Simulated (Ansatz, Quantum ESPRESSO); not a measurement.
## Al (fcc): bulk modulus from a few volumes

How stiff is fcc Al under hydrostatic load? Each row scales the relaxed cell evenly and relaxes the atoms. The phase is followed to these pressures whether or not it stays the stable one.

Calculated with Quantum ESPRESSO 7.5, PBEsol, PseudoDojo 0.4.1 norm-conserving potentials, cutoff 1170 eV, Fermi–Dirac smearing 0.05 eV, k-mesh 19×19×19, no spin polarisation, no spin-orbit coupling.

Reference cell, relaxed at zero pressure with PBEsol (Fm-3m): a = 2.8374 Å, b = 2.8374 Å, c = 2.8374 Å, α = 60.00°, β = 60.00°, γ = 60.00°.

```
atom       x       y       z
  Al  0.0000  0.0000  0.0000
```

```csv
V (Å³/atom),V/V0,P (GPa),E − E0 (meV/atom)
15.1833,0.9400,5.834,16.6
15.5063,0.9600,3.666,7.1
15.8294,0.9800,1.725,1.7
16.4755,1.0200,−1.569,1.6
16.7985,1.0400,−2.961,6.2
```

V0 = 16.1524 Å³ an atom, where the residual pressure P0 is −0.013 GPa. **Question.** Fit the Birch–Murnaghan law and give the pressure and the energy at V = 17.1216 Å³ an atom, a row left out above.

With the Eulerian strain f = ½[(V0/V)^(2/3) − 1] and F = (P − P0)/[3f(1 + 2f)^(5/2)], the third-order law is the line F = B0 + (3/2) B0 (B′ − 4) f.

```
       f  F (GPa)
 0.02106    83.50
 0.01379    83.05
 0.00678    82.63
−0.00656    81.74
−0.01290    81.30
```

A straight line through the 5 rows: the means are 0.004434 for f and 82.444 for F, Σ(Δx)² = 0.0007908 and ΣΔxΔy = 0.05123, so the slope is 0.05123/0.0007908 = 64.786 and the intercept 82.444 − (64.786)(0.004434) = 82.157.

Hence B0 = 82.2 GPa and B′ = 4 + (64.8)/(1.5 × 82.2) = 4.53. For the withheld volume f = −0.01905, F = 80.92 GPa and P = −4.21 GPa, an extrapolation past the fitted rows. The run itself gives −4.20 GPa, so the estimate misses by 0.01 GPa, a rounding's worth.

Integrating the same law gives E − E0 = (9/2) B0 V0 f²[1 + (B′ − 4) f] + P0(V0 − V), with 1 GPa Å³ = 6.2415 meV: 13.5 meV an atom. The run itself gives 13.5 meV, so the estimate misses by 0.0 meV, a rounding's worth.

The same fit over all rows at other levels or in other programs gives B0 = 81 GPa with PBEsol (Quantum ESPRESSO, GBRV), 82 GPa with PBEsol (Ansatz) and 92 GPa with r2SCAN (Ansatz).

The calculation is for a static lattice, while measurements hold thermal and zero-point motion.

[Logs are printed without paths, hosts, clocks, repeated set-up lines and the standing remarks that a program may print on its own settings, such as how far it seeks lower states.]
